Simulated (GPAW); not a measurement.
**Optical response of SnSe2**

Wanted: where SnSe2 starts to absorb, how strongly, and its refractive index.

Calculated with GPAW 26.7.0; DFT, PBE, plane-wave PAW (GPAW data sets), scalar-relativistic, RPA, optical limit.

## Step 1: Starting point

The structure is trigonal, space group P-3m1 (No. 164). Conventional cell: a = 3.811 Å, b = 3.811 Å, c = 6.136 Å, α = 90.00°, β = 90.00°, γ = 120.00°. Sn has 6 Se at 2.68 Å nearest. Nearest to Se lie 3 Sn at 2.68 Å. Farther neighbours and most contacts between anions are not listed.

Structure file:

```cif
data_structure
_symmetry_space_group_name_H-M 'P-3m1'
_symmetry_Int_Tables_number 164
_cell_length_a 3.8110
_cell_length_b 3.8110
_cell_length_c 6.1360
_cell_angle_alpha 90.000
_cell_angle_beta 90.000
_cell_angle_gamma 120.000
_cell_volume 77.18
loop_
_atom_site_label
_atom_site_type_symbol
_atom_site_symmetry_multiplicity
_atom_site_Wyckoff_symbol
_atom_site_fract_x
_atom_site_fract_y
_atom_site_fract_z
_atom_site_occupancy
Sn1 Sn 1 a 0.00000 0.00000 0.00000 1
Se1 Se 2 d 0.66667 0.33333 0.75100 1
```

## Step 2: Bands for the response

The response needs many more empty bands than the density does.

This step: DFT, PBE, plane-wave PAW (GPAW data sets), scalar-relativistic, bands at fixed density (GPAW 26.7.0).

nscf.py

```python
from ase.dft.bandgap import bandgap
from gpaw import GPAW, FermiDirac

calc = GPAW('gs.gpw').fixed_density(kpts={'size': (9, 9, 5), 'gamma': True}, nbands=75, convergence={'bands': 69},
                                    occupations=FermiDirac(0.001), txt='nscf.txt')
print('gap (eV)', bandgap(calc, output=None)[0])
print('direct gap (eV)', bandgap(calc, direct=True, output=None)[0])
print('top band over the Fermi level (eV)', min(calc.get_eigenvalues(kpt=k)[68] for k in range(len(calc.get_ibz_k_points()))) - calc.get_fermi_level())
calc.write('full.gpw', mode='all')
```

Run with:

```bash
$ OMP_NUM_THREADS=1 python nscf.py
```

Numbers of over 12 decimals in the logs are rounded to 6 here.

The log of the run:

```text
Diagonalizing LCAO Hamiltonian
Converting LCAO to pw mode
convergence criteria:
- Maximum integral of absolute [eigenst]ate change: 4e-08 eV^2 / valence electron
maximum number of iterations: 150

SCF iterations
|iter     |      energy | eigst |  dens |
|iter:   1||             | +3.87 |       |
|iter:   2||             | +2.66 |       |
|iter:   3||             | +1.65 |       |
|iter:   4||             | +0.74 |       |
|iter:   5||             | +0.09 |       |
|iter:   6||             | -0.43 |       |
|iter:   7||             | -0.93 |       |
|iter:   8||             | -1.35 |       |
|iter:   9||             | -1.78 |       |
|iter:  10||             | -2.21 |       |
|iter:  11||             | -2.69 |       |
|iter:  12||             | -3.17 |       |
|iter:  13||             | -3.70 |       |
|iter:  14||             | -4.21 |       |
|iter:  15||             | -4.75 |       |
|iter:  16||             | -5.25 |       |
|iter:  17||             | -5.76 |       |
|iter:  18||             | -6.22 |       |
|iter:  19||             | -6.67 |       |
|iter:  20||             | -7.06 |       |
|iter:  21||             | -7.44c|       |
SCF steps: 21
  __  _  _
 | _ |_)|_||  |
 |__||  | ||/\| - 26.7.0

Versions:
  Python: 3.12.14
  ASE:    3.29.0
  Numpy:  2.5.5
  Scipy:  1.18.1
  Libxc:  7.0.0

Input parameters:
  mode=PW(ecut=500.0),
  convergence={'bands': 69},
  gpts=array([20, 20, 32]),
  kpts=MonkhorstPack(size=(9, 9, 5), gamma=True),
  maxiter=150,
  nbands=75,
  occupations=Occupations(name='fermi-dirac', width=0.001, fixmagmom=False),
  parallel={},
  xc=XC(name='PBE')

--- standard output ---
gap (eV) 0.771651
direct gap (eV) 1.105973
top band over the Fermi level (eV) 39.281393
```

It took 2.8 min on 1 thread of Arm Neoverse V2, shared host; peak memory 0.29 GiB.

This step gave:

| Quantity | Value |
| --- | --- |
| gap on the k-mesh | 0.7717 eV |
| direct gap on the mesh | 1.106 eV |

## Step 3: Dielectric function, RPA

Local fields let the induced charge screen the field inside the cell, which as a rule lowers ε, most along directions where the density is uneven.

This step: DFT, PBE, plane-wave PAW (GPAW data sets), scalar-relativistic, RPA, optical limit (GPAW 26.7.0).

df.py

```python
from gpaw.response.df import DielectricFunction

df = DielectricFunction('full.gpw', frequencies={'type': 'nonlinear', 'domega0': 0.03, 'omega2': 8},
                        ecut=50,
                        eta=0.15,
                        nbands=69,
                        txt='df.txt')
for direction in ['x', 'z']:
    df.get_dielectric_function(xc='RPA', direction=direction, filename=f'df_{direction}.csv')
```

Run with:

```bash
$ OMP_NUM_THREADS=1 python df.py
```

The log of the run:

```text
Using integrator: PointIntegrator
NonLinearFrequencyDescriptor(from 0.000 to 64.819 eV, 497 points)
Nonperiodic BCs:  [False False False]
Using integrator: PointIntegrator
NonLinearFrequencyDescriptor(from 0.000 to 64.819 eV, 497 points)
Nonperiodic BCs:  [False False False]

Calculating chi0 body with:
    Ground state adapter containing:
    Number of spins: 1
    Number of kpoints: 405
    Number of irreducible kpoints: 50
    Number of completely occupied states: 13
    Number of partially occupied states: 13

    Linear response parametrization:
    q_c: [0.0, 0.0, 0.0]
    Number of frequency points: 497
    Planewave cutoff: 50.0
    Number of bands: 69
    Number of planewaves: 67
    Broadening (eta): 0.15

Integrating chi0 body.

Symmetries of q_c:
    Direct symmetries (Uq -> q): 12
    Indirect symmetries (TUq -> q): 0
In total 12 allowed symmetries.

50 groups of equivalent kpoints. 87.654321% reduction.

Integral kind: spectral function

Calculating chi0 optical extensions with:
    Ground state adapter containing:
    Number of spins: 1
    Number of kpoints: 405
    Number of irreducible kpoints: 50
    Number of completely occupied states: 13
    Number of partially occupied states: 13

    Linear response parametrization:
    Number of frequency points: 497
    Planewave cutoff: 50.0
    Number of bands: 69
    Number of planewaves: 67
    Broadening (eta): 0.15
Integrating chi0 head and wings.

Symmetries of q_c:
    Direct symmetries (Uq -> q): 12
    Indirect symmetries (TUq -> q): 0
In total 12 allowed symmetries.

50 groups of equivalent kpoints. 87.654321% reduction.

Integral kind: spectral function wings
```

Elapsed: 15 s, on 1 thread; peak memory 0.34 GiB.

Numbers from this step:

| Property | Result |
| --- | --- |
| electronic dielectric constant ε∞, mean over x, y and z (by symmetry where fewer were run) | 9.908 |

Some rows of df_x.csv (energy; Re and Im without local fields; Re and Im with them):

```text
0.000000, 11.913660, -0.000000, 10.719991, -0.000000
0.429336, 12.117495, 0.151728, 10.905872, 0.138783
0.878195, 12.896845, 0.436181, 11.622675, 0.405562
1.347938, 14.457701, 2.188465, 13.041620, 2.123878
1.840057, 14.225096, 5.568302, 12.556953, 5.282402
2.356191, 13.611833, 6.013210, 11.726460, 5.366955
2.898142, 15.042990, 6.492061, 12.788127, 5.378631
3.467895, 12.365420, 16.133823, 11.295231, 12.970942
4.067647, 3.806391, 14.569139, 3.637656, 12.963746
4.699832, 1.765143, 15.028237, 2.612661, 12.924763
5.367152, -1.943876, 12.967305, -0.594509, 11.247642
6.072622, -4.515443, 8.540475, -2.426647, 8.618874
6.819608, -3.555570, 4.983394, -3.224726, 5.345469
7.611886, -1.467697, 3.299150, -1.916761, 3.005077
8.453705, -1.293173, 4.982276, -0.835073, 3.616091
9.349861, -1.824669, 3.361761, -1.130047, 2.755119
10.305790, -1.934912, 1.854153, -1.546683, 1.817434
11.327680, -1.400390, 1.527511, -1.029294, 1.443776
12.422601, -0.848943, 1.090658, -0.615979, 0.962479
13.598673, -0.798388, 0.929993, -0.398670, 0.868261
```

Sum at mesh points, not converged in k; values under the direct gap are tails of Lorentzian lines. Im ε against photon energy; read off at these points:

| photon energy (eV) | E ∥ x | E ∥ z |
| --- | --- | --- |
| 0.00 | 0 | 0 |
| 0.50 | 0.167 | 0.237 |
| 1.00 | 0.563 | 1.63 |
| 1.50 | 2.65 | 3.08 |
| 1.88 | 5.28 | 9.30 |
| 2.00 | 5.00 | 8.29 |
| 2.50 | 6.18 | 5.27 |
| 3.00 | 6.39 | 2.14 |
| 3.50 | 13.3 | 1.40 |
| 3.94 | 14.2 | 1.86 |
| 4.00 | 13.9 | 2.11 |
| 4.50 | 12.0 | 3.19 |
| 4.65 | 13.1 | 3.21 |
| 5.00 | 12.4 | 6.14 |
| 5.08 | 12.5 | 6.43 |
| 5.50 | 10.9 | 5.66 |
| 6.00 | 8.46 | 5.29 |
| 6.50 | 5.90 | 4.94 |
| 7.00 | 4.70 | 4.88 |
| 7.50 | 3.01 | 3.68 |
| 8.00 | 2.81 | 3.32 |
| 8.50 | 3.74 | 3.37 |
| 8.58 | 3.85 | 3.65 |
| 9.00 | 2.79 | 6.17 |
| 9.50 | 2.97 | 5.16 |
| 10.00 | 2.19 | 4.73 |
| 10.50 | 1.61 | 4.76 |
| 11.00 | 1.52 | 3.78 |
| 11.50 | 1.42 | 3.05 |
| 12.00 | 1.05 | 2.29 |
| 12.50 | 0.979 | 1.65 |
| 13.00 | 0.912 | 1.26 |
| 13.50 | 0.880 | 1.09 |

The reflectivity at normal incidence has structure finer than the step of the table below, so its rows give means over 0.25 eV, whole bins alone (the curve runs from 0 to 14.0 eV). Peaks (eV: height): E ∥ x 3.980: 43.3, 6.334: 52.5, 7.097: 52.1, 8.831: 41.6, 10.306: 44.6, 11.787: 44.0; E ∥ z 1.768: 35.2, 5.029: 28.4, 7.153: 26.4, 12.916: 47.1.

Sum at mesh points, not converged in k. Table of reflectivity at normal incidence by photon energy; means over each step:

| photon energy (eV) | E ∥ x (%) | E ∥ z (%) |
| --- | --- | --- |
| 0.25 | 28.4 | 23.6 |
| 0.50 | 28.8 | 24.2 |
| 0.75 | 29.4 | 25.4 |
| 1.00 | 30.5 | 26.9 |
| 1.25 | 32.0 | 26.6 |
| 1.50 | 32.7 | 30.8 |
| 1.75 | 33.9 | 34.9 |
| 2.00 | 32.8 | 32.6 |
| 2.25 | 32.5 | 26.8 |
| 2.50 | 32.9 | 24.4 |
| 2.75 | 32.3 | 17.2 |
| 3.00 | 36.1 | 12.6 |
| 3.25 | 40.0 | 12.3 |
| 3.50 | 41.5 | 13.7 |
| 3.75 | 42.0 | 15.8 |
| 4.00 | 42.7 | 18.5 |
| 4.25 | 38.9 | 19.9 |
| 4.50 | 40.2 | 21.2 |
| 4.75 | 43.0 | 23.1 |
| 5.00 | 44.0 | 27.8 |
| 5.25 | 45.2 | 26.6 |
| 5.50 | 47.1 | 25.9 |
| 5.75 | 47.2 | 25.0 |
| 6.00 | 46.5 | 24.7 |
| 6.25 | 51.2 | 25.8 |
| 6.50 | 49.9 | 24.7 |
| 6.75 | 48.8 | 21.6 |
| 7.00 | 51.0 | 23.8 |
| 7.25 | 51.0 | 24.9 |
| 7.50 | 45.7 | 20.5 |
| 7.75 | 40.9 | 22.0 |
| 8.00 | 33.6 | 18.6 |
| 8.25 | 32.1 | 16.9 |
| 8.50 | 34.2 | 17.8 |
| 8.75 | 40.5 | 23.5 |
| 9.00 | 40.3 | 28.7 |
| 9.25 | 36.5 | 31.5 |
| 9.50 | 37.5 | 31.0 |
| 9.75 | 43.0 | 31.1 |
| 10.00 | 42.4 | 31.6 |
| 10.25 | 44.1 | 32.3 |
| 10.50 | 42.2 | 35.5 |
| 10.75 | 39.6 | 37.5 |
| 11.00 | 39.8 | 39.0 |
| 11.25 | 39.0 | 40.5 |
| 11.50 | 39.9 | 41.4 |
| 11.75 | 43.3 | 43.5 |
| 12.00 | 40.7 | 42.4 |
| 12.25 | 38.6 | 45.0 |
| 12.50 | 34.8 | 45.8 |
| 12.75 | 34.0 | 45.5 |
| 13.00 | 33.0 | 46.5 |
| 13.25 | 30.9 | 44.7 |
| 13.50 | 30.0 | 40.6 |
| 13.75 | 30.1 | 38.4 |

Sum at mesh points, not converged in k; values under the direct gap are tails of Lorentzian lines. The Im ε, E ∥ x by photon energy; read off at these points:

| photon energy (eV) | without local fields | with local fields |
| --- | --- | --- |
| 0.00 | 0 | 0 |
| 0.50 | 0.182 | 0.167 |
| 1.00 | 0.600 | 0.563 |
| 1.50 | 2.75 | 2.65 |
| 2.00 | 5.38 | 5.00 |
| 2.50 | 7.00 | 6.18 |
| 3.00 | 7.79 | 6.39 |
| 3.50 | 16.4 | 13.3 |
| 3.94 | 16.1 | 14.2 |
| 4.00 | 15.6 | 13.9 |
| 4.50 | 15.0 | 12.0 |
| 4.61 | 15.7 | 13.1 |
| 5.00 | 14.6 | 12.4 |
| 5.50 | 12.3 | 10.9 |
| 6.00 | 8.71 | 8.46 |
| 6.50 | 5.54 | 5.90 |
| 7.00 | 4.28 | 4.70 |
| 7.50 | 3.18 | 3.01 |
| 8.00 | 3.65 | 2.81 |
| 8.50 | 5.01 | 3.74 |
| 9.00 | 3.26 | 2.79 |
| 9.50 | 3.33 | 2.97 |
| 10.00 | 2.28 | 2.19 |
| 10.50 | 1.72 | 1.61 |
| 11.00 | 1.61 | 1.52 |
| 11.50 | 1.45 | 1.42 |
| 12.00 | 1.10 | 1.05 |
| 12.50 | 1.11 | 0.979 |
| 13.00 | 1.04 | 0.912 |
| 13.50 | 0.971 | 0.880 |

Sum at mesh points, not converged in k; values under the direct gap are tails of Lorentzian lines. The loss function −Im 1/ε at q → 0 by energy loss; read off at these points:

| energy loss (eV) | E ∥ x | E ∥ z |
| --- | --- | --- |
| 0.00 | 0 | 0 |
| 0.50 | 0.00139 | 0.00318 |
| 1.00 | 0.00392 | 0.0162 |
| 1.50 | 0.0153 | 0.0217 |
| 2.00 | 0.0304 | 0.0921 |
| 2.50 | 0.0378 | 0.151 |
| 2.78 | 0.0322 | 0.214 |
| 3.00 | 0.0276 | 0.157 |
| 3.50 | 0.0452 | 0.0674 |
| 4.00 | 0.0650 | 0.0567 |
| 4.50 | 0.0707 | 0.0693 |
| 5.00 | 0.0796 | 0.0783 |
| 5.50 | 0.0891 | 0.121 |
| 6.00 | 0.110 | 0.136 |
| 6.50 | 0.128 | 0.177 |
| 7.00 | 0.141 | 0.162 |
| 7.50 | 0.220 | 0.227 |
| 8.00 | 0.318 | 0.251 |
| 8.50 | 0.251 | 0.171 |
| 9.00 | 0.269 | 0.143 |
| 9.50 | 0.278 | 0.194 |
| 10.00 | 0.304 | 0.211 |
| 10.50 | 0.376 | 0.201 |
| 11.00 | 0.430 | 0.225 |
| 11.50 | 0.455 | 0.248 |
| 12.00 | 0.577 | 0.293 |
| 12.50 | 0.741 | 0.325 |
| 13.00 | 0.834 | 0.398 |
| 13.50 | 0.932 | 0.554 |

Optical constants at common wavelengths, from n + ik = √ε:

| wavelength (nm) | n x | k x | R (%) x | 1/α x | n z | k z | R (%) z | 1/α z |
| --- | --- | --- | --- | --- | --- | --- | --- | --- |
| 1064 | 3.55 | 0.141 | 31.5 | 599 nm | 3.05 | 0.368 | 26.2 | 230 nm |
| 800 | 3.63 | 0.383 | 32.7 | 166 nm | 3.50 | 0.562 | 31.9 | 113 nm |
| 633 | 3.51 | 0.719 | 32.7 | 70 nm | 2.78 | 1.574 | 33.7 | 32 nm |
| 450 | 3.43 | 0.744 | 32.0 | 48 nm | 1.74 | 0.930 | 16.9 | 39 nm |
| 405 | 3.90 | 0.938 | 37.3 | 34 nm | 1.87 | 0.553 | 12.5 | 58 nm |
| 365 | 3.80 | 1.607 | 40.7 | 18 nm | 2.01 | 0.358 | 12.5 | 81 nm |
| 248 | 2.63 | 2.359 | 43.9 | 8.4 nm | 2.76 | 1.111 | 28.2 | 18 nm |

Below the direct gap, k and the depth come from the tails of the Lorentzian lines, not from transitions.

Rows near the edge hang on the gap, which this functional as a rule makes too small, and phonon-assisted absorption is left out.

## Step 4: Outcome

| Property | Result |
| --- | --- |
| electronic dielectric constant ε∞, mean over x, y and z (by symmetry where fewer were run) (RPA) | 9.91 |

At this level (PBE, RPA) SnSe2 has a mean ε∞ = 9.91 and n = 3.38 at 1550 nm (E ∥ x). On the mesh the gap is 0.77 eV and the least direct gap 1.11 eV, so on this mesh the band edges lie at different points. Local fields change the static value along x from 11.91 to 10.72 (-10 %). The static values by axis are 10.72 (x), 8.28 (z). Excitons and phonon-assisted transitions are missing; PBE gaps are as a rule too small, which pulls the onset down and ε∞ up. Spin-orbit coupling is left out although heavy atoms are present. The sum runs over mesh points 0.21 Å⁻¹ apart with no interpolation, so peaks are partly noise of the mesh; over so small a direct gap single mesh points weigh heavily, so ε∞, n and their changes from run to run can be far off.

[Machine, clock and banner lines and Python warnings are left out of the logs.]

[Logs are printed without paths, hosts, clocks, repeated set-up lines and the standing remarks that a program may print on its own settings, such as how far it seeks lower states.]

[Hosts, paths, dates, database ids (printed as entryN), source tags and the programs' standing remarks are cut or masked in the printed files.]
